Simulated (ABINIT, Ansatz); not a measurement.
**How the form of the self-energy moves the gap of SnF3 (Fm-3m)**

Aim: compare treatments of exchange, screening and correlation for the gap of SnF3 (Fm-3m).

Program: ABINIT 10.8.3. Level of theory: PBEsol and many-body steps on it, plane waves. Results are calculated unless marked as measured.

Report form: the programs' logs are mostly left out.

## (1) Set-up

It takes space group Fm-3m (No. 225, cubic). Conventional cell: a = 8.698 Å, b = 8.698 Å, c = 8.698 Å, α = 90.00°, β = 90.00°, γ = 90.00°. Nearest to Sn lie 6 F at 1.98 Å. Sn has 6 F at 2.36 Å nearest. Nearest to F lie 2 Sn at 1.98 to 2.36 Å. Farther neighbours and most contacts between anions are not listed.

Structure file:

```cif
data_structure
_symmetry_space_group_name_H-M 'P 1'
_symmetry_Int_Tables_number 1
_cell_length_a 6.1504
_cell_length_b 6.1504
_cell_length_c 6.1504
_cell_angle_alpha 60.000
_cell_angle_beta 60.000
_cell_angle_gamma 60.000
_cell_volume 164.51
loop_
_atom_site_label
_atom_site_type_symbol
_atom_site_fract_x
_atom_site_fract_y
_atom_site_fract_z
_atom_site_occupancy
Sn1 Sn 0.50000 0.50000 0.50000 1
Sn2 Sn 0.00000 0.00000 0.00000 1
F3 F 0.72819 0.27181 0.72819 1
F4 F 0.27181 0.27181 0.72819 1
F5 F 0.27181 0.72819 0.27181 1
F6 F 0.27181 0.72819 0.72819 1
F7 F 0.72819 0.27181 0.27181 1
F8 F 0.72819 0.72819 0.27181 1
```

The cell and positions are those that the Materials Project relaxed with its own functionals (PBE, PBE+U or r2SCAN), kept fixed.

## (2) Empty states on the mesh, 2×2×2 mesh, 586 bands

This step: ABINIT 10.8.3; DFT, PBEsol, plane waves, norm-conserving pseudopotentials.

The sums over transitions need many empty states on a uniform mesh; this step solves for them.

File run.abi:

```
acell 3*1.0 Angstrom
rprim 
  -0.000000000000 4.348975944800 4.348975944800
  4.348975944800 0.000000000000 4.348975944800
  4.348975944800 4.348975944800 -0.000000000000
ntypat 2
znucl 50 9
natom 8
typat 1 1 2 2 2 2 2 2
xred 
  0.500000000000 0.500000000000 0.500000000000
  0.000000000000 0.000000000000 -0.000000000000
  0.728190550000 0.271809450000 0.728190550000
  0.271809450000 0.271809450000 0.728190550000
  0.271809450000 0.728190550000 0.271809450000
  0.271809450000 0.728190550000 0.728190550000
  0.728190550000 0.271809450000 0.271809450000
  0.728190550000 0.728190550000 0.271809450000
pp_dirpath "pseudos"
pseudos "Sn.upf, F.upf"
ecut 38
ngkpt 2 2 2
nshiftk 1
shiftk 0 0 0
kptopt 1
chksymbreak 0
iscf -2
irdden 1
istwfk *1
nband 586
nbdbuf 52
tolwfr 1e-09
nstep 60
prtvol 0
indata_prefix "in"
outdata_prefix "out"
tmpdata_prefix "tmp"
```

Launch:

```bash
$ OMP_NUM_THREADS=1 mpirun -n 8 abinit run.abi > log
```

Elapsed: 18 min, on 8 MPI ranks of AMD EPYC 7R43, shared host; peak memory 1.3 GiB.

Numbers from this step:

* gap: 2.831 eV
* k of the valence top: 0.5, 0.5, 0
* k of the conduction bottom: 0.5, 0, 0
* least direct gap: 3.379 eV
* k points computed: 3
* lowest point of the top converged band, above the valence top: 115.9877 eV

On this mesh the gap is 2.831 eV.

The density comes from a self-consistent run that is not shown.

## (3) Screening, 2×2×2 mesh, 243 bands, screening to 141.5 eV

The RPA dielectric matrix is built and inverted for each q.

This step: RPA screening on PBEsol, plane waves, norm-conserving pseudopotentials.

run.abi: that of step 2 with these lines changed.

```diff
@@ -26,10 +26,11 @@
 chksymbreak 0
-iscf -2
-irdden 1
 istwfk *1
-nband 586
-nbdbuf 52
-tolwfr 1e-09
-nstep 60
-prtvol 0
+occopt 1
+irdwfk 1
+optdriver 3
+nband 243
+ecuteps 5.2
+inclvkb 2
+awtr 1
+symchi 1
 indata_prefix "in"
```

Wall time 71 s (8 MPI ranks); peak memory 4.5 GiB.

This step gave:

```yaml
eps_infinity_with_local_fields_on_this_mesh_along_the_program_s_q_direction: 2.782
the_same_without_local_fields: 3.079
plasma_frequency: 26.85 eV
plane_waves_in_the_screening_matrix: 609
```

Local fields lower ε∞ by 10 %. On a Γ-centred mesh this coarse the value itself is usually too large, while a short band sum pulls it down.

## (4) G0W0, Godby-Needs plasmon pole

The self-energy is evaluated for the states that the input lists, and the levels follow from it, in one-shot runs by the linearised quasiparticle equation.

This step: G0W0 on PBEsol, plane waves, norm-conserving pseudopotentials.

run.abi: that of step 3 with these lines changed.

```diff
@@ -29,8 +29,19 @@
 irdwfk 1
-optdriver 3
+optdriver 4
 nband 243
+gwcalctyp 0
+ecutsigx 38
+symsigma 1
+nkptgw 3
+kptgw 
+  0.5000000000 0.5000000000 0.0000000000
+  0.5000000000 0.0000000000 0.0000000000
+  0.0000000000 0.0000000000 0.0000000000
+bdgw 
+  42 45
+  42 46
+  40 47
 ecuteps 5.2
-inclvkb 2
-awtr 1
-symchi 1
+irdscr 1
+ppmodel 1
 indata_prefix "in"
```

Elapsed: 53 s, on 8 MPI ranks; peak memory 3.9 GiB.

This step gave:

* G0W0 gap on the points computed: 5.261 eV
* starting gap on the mesh: 2.831 eV
* k of the valence top: 0.5, 0.5, 0
* k of the conduction bottom: 0.5, 0, 0
* Z at the valence top: 0.821
* Z at the conduction bottom: 0.847
* least direct G0W0 gap on the computed points: 5.952 eV

The gap on the mesh goes from 2.83 eV to 5.26 eV, a correction of +2.43 eV.

## (5) G0W0, von der Linden-Horsch plasmon pole

run.abi: that of step 4 with these lines changed.

```diff
@@ -45,3 +45,3 @@
 irdscr 1
-ppmodel 1
+ppmodel 3
 indata_prefix "in"
```

Wall time 28 s (8 MPI ranks); peak memory 3.8 GiB.

Numbers from this step:

| Property | Result |
| --- | --- |
| G0W0 gap on the points computed | 5.443 eV |
| starting gap on the mesh | 2.831 eV |
| k of the valence top | 0.5, 0.5, 0 |
| k of the conduction bottom | 0.5, 0, 0 |
| Z at the valence top | 0.905 |
| Z at the conduction bottom | 0.922 |
| least direct G0W0 gap on the computed points | 6.227 eV |

Against G0W0 in ABINIT (2×2×2 mesh, 243 bands, screening to 141.5 eV, Godby-Needs plasmon pole), the gap moves by +0.182 eV.

## (6) G0W0, Hybertsen-Louie plasmon pole

run.abi: that of step 5 with these lines changed.

```diff
@@ -45,3 +45,3 @@
 irdscr 1
-ppmodel 3
+ppmodel 2
 indata_prefix "in"
```

The job ended after 52 s (8 MPI ranks; peak memory 4.2 GiB; 6.6 min of CPU time).

This step gave:

* G0W0 gap on the points computed: 5.509 eV
* starting gap on the mesh: 2.831 eV
* k of the valence top: 0.5, 0.5, 0
* k of the conduction bottom: 0.5, 0, 0
* least direct G0W0 gap on the computed points: 6.269 eV

Against G0W0 in ABINIT (2×2×2 mesh, 243 bands, screening to 141.5 eV, Godby-Needs plasmon pole), the gap moves by +0.248 eV.

## (7) One-shot Hartree-Fock

This step: one-shot Hartree-Fock on PBEsol, plane waves, norm-conserving pseudopotentials.

run.abi: that of step 6 with these lines changed.

```diff
@@ -30,4 +30,4 @@
 optdriver 4
-nband 243
-gwcalctyp 0
+nband 47
+gwcalctyp 5
 ecutsigx 38
@@ -43,5 +43,4 @@
   40 47
-ecuteps 5.2
-irdscr 1
-ppmodel 2
+ixc_sigma 40
+fftgw 31
 indata_prefix "in"
```

Elapsed: 11 s, on 8 MPI ranks; peak memory 3.4 GiB.

Numbers from this step:

```yaml
quasiparticle_gap_on_the_points_computed: 10.23 eV
starting_gap_on_the_mesh: 2.831 eV
k_of_the_valence_top: 0.5, 0.5, 0
k_of_the_conduction_bottom: 0.5, 0, 0
least_direct_quasiparticle_gap_on_the_computed_points: 10.75 eV
```

Against G0W0 in ABINIT (2×2×2 mesh, 243 bands, screening to 141.5 eV, Godby-Needs plasmon pole), the gap moves by +4.974 eV.

## (8) Screening, 2×2×2 mesh, 243 bands, screening to 141.5 eV

This step: RPA screening on PBEsol, plane waves, norm-conserving pseudopotentials.

run.abi: that of step 7 with these lines changed.

```diff
@@ -29,18 +29,14 @@
 irdwfk 1
-optdriver 4
-nband 47
-gwcalctyp 5
-ecutsigx 38
-symsigma 1
-nkptgw 3
-kptgw 
-  0.5000000000 0.5000000000 0.0000000000
-  0.5000000000 0.0000000000 0.0000000000
-  0.0000000000 0.0000000000 0.0000000000
-bdgw 
-  42 45
-  42 46
-  40 47
-ixc_sigma 40
-fftgw 31
+optdriver 3
+nband 243
+ecuteps 5.2
+inclvkb 2
+awtr 1
+symchi 1
+gwcalctyp 2
+nfreqre 16
+freqremax 40 eV
+nfreqim 8
+spmeth 1
+nomegasf 120
 indata_prefix "in"
```

Elapsed: 2.5 min, on 8 MPI ranks; peak memory 9.3 GiB; 20 min of CPU time.

This step gave:

```
ε∞ with local fields, on this mesh, along the program's q direction : 2.836
the same without local fields                                       : 3.147
plasma frequency                                                    : 26.85 eV
plane waves in the screening matrix                                 : 609
```

## (9) G0W0, contour deformation

This step: G0W0 on PBEsol, plane waves, norm-conserving pseudopotentials.

run.abi: that of step 8 with these lines changed.

```diff
@@ -29,14 +29,18 @@
 irdwfk 1
-optdriver 3
+optdriver 4
 nband 243
+gwcalctyp 2
+ecutsigx 38
+symsigma 1
+nkptgw 3
+kptgw 
+  0.5000000000 0.5000000000 0.0000000000
+  0.5000000000 0.0000000000 0.0000000000
+  0.0000000000 0.0000000000 0.0000000000
+bdgw 
+  42 45
+  42 46
+  40 47
 ecuteps 5.2
-inclvkb 2
-awtr 1
-symchi 1
-gwcalctyp 2
-nfreqre 16
-freqremax 40 eV
-nfreqim 8
-spmeth 1
-nomegasf 120
+irdscr 1
 indata_prefix "in"
```

Wall time 47 s (8 MPI ranks); peak memory 4.6 GiB; 6.3 min of CPU time.

Numbers from this step:

```
G0W0 gap on the points computed              : 5.065 eV
starting gap on the mesh                     : 2.831 eV
k of the valence top                         : 0.5, 0.5, 0
k of the conduction bottom                   : 0.5, 0, 0
least direct G0W0 gap on the computed points : 5.724 eV
```

Against G0W0 in ABINIT (2×2×2 mesh, 243 bands, screening to 141.5 eV, Godby-Needs plasmon pole), the gap moves by −0.196 eV.

## (10) The runs together

Times are wall times on 8 MPI ranks of AMD EPYC 7R43, shared host, good to a factor of about two. A run's time includes the screening step that it read.

```tsv
run	mesh	bands	screening cutoff (eV)	DFT gap (eV)	gap on the mesh (eV)	direct (eV)	ε∞ used	time
G0W0, Godby-Needs plasmon pole	2×2×2	243	141.5	2.831	5.261	5.952	2.78	2.1 min
G0W0, von der Linden-Horsch plasmon pole	2×2×2	243	141.5	2.831	5.443	6.227	2.78	99 s
G0W0, Hybertsen-Louie plasmon pole	2×2×2	243	141.5	2.831	5.509	6.269	2.78	2 min
one-shot Hartree-Fock	2×2×2	-	-	2.831	10.235	10.747	-	11 s
G0W0, contour deformation	2×2×2	243	141.5	2.831	5.065	5.724	2.84	3.3 min
```

## (11) Results

```json
{
  "G0W0, Godby-Needs plasmon pole": "5.261 eV",
  "G0W0, von der Linden-Horsch plasmon pole": "5.443 eV",
  "G0W0, Hybertsen-Louie plasmon pole": "5.509 eV",
  "one-shot Hartree-Fock": "10.235 eV",
  "G0W0, contour deformation": "5.065 eV",
  "known limits": "not at the basis limit; no spin-orbit coupling; coarse k mesh"
}
```

In words: G0W0, von der Linden-Horsch plasmon pole: +0.182 eV against G0W0, Godby-Needs plasmon pole. G0W0, Hybertsen-Louie plasmon pole: +0.248 eV against G0W0, Godby-Needs plasmon pole. One-shot Hartree-Fock: +4.974 eV against G0W0, Godby-Needs plasmon pole. G0W0, contour deformation: −0.196 eV against G0W0, Godby-Needs plasmon pole. Bare exchange alone opens the gap to 10.23 eV; against G0W0, correlation takes back 4.97 eV. Bands and cutoff are finite, so the gap is not at the basis limit. The miss can reach some tenths of an eV and take either sign; the mesh is an error of its own. The 2×2×2 mesh is coarse for this cell, which bears on the long-range parts of exchange and screening. The many-body steps are scalar-relativistic: spin-orbit coupling is not in them.

[Paths, hosts, dates, memory and timing lines, banners, echoed tables and standing remarks are left out of the program output.]

[Logs are printed without paths, hosts, clocks, repeated set-up lines and the standing remarks that a program may print on its own settings, such as how far it seeks lower states.]

[Runs of the session that timed out or met a known fault of the program may be left out.]

[Hosts, paths, dates, database ids (printed as entryN), source tags and the programs' standing remarks are cut or masked in the printed files.]

[G0W0 gaps are taken among the corrected bands and points alone; a level outside them can change the order at an edge.]

[Where Ansatz stands beside ABINIT at settings called matched, ABINIT's density can come from a denser mesh and the files from another edition; pairs whose starting gaps differed by over 0.03 eV were left out, so agreement reads better than it is.]
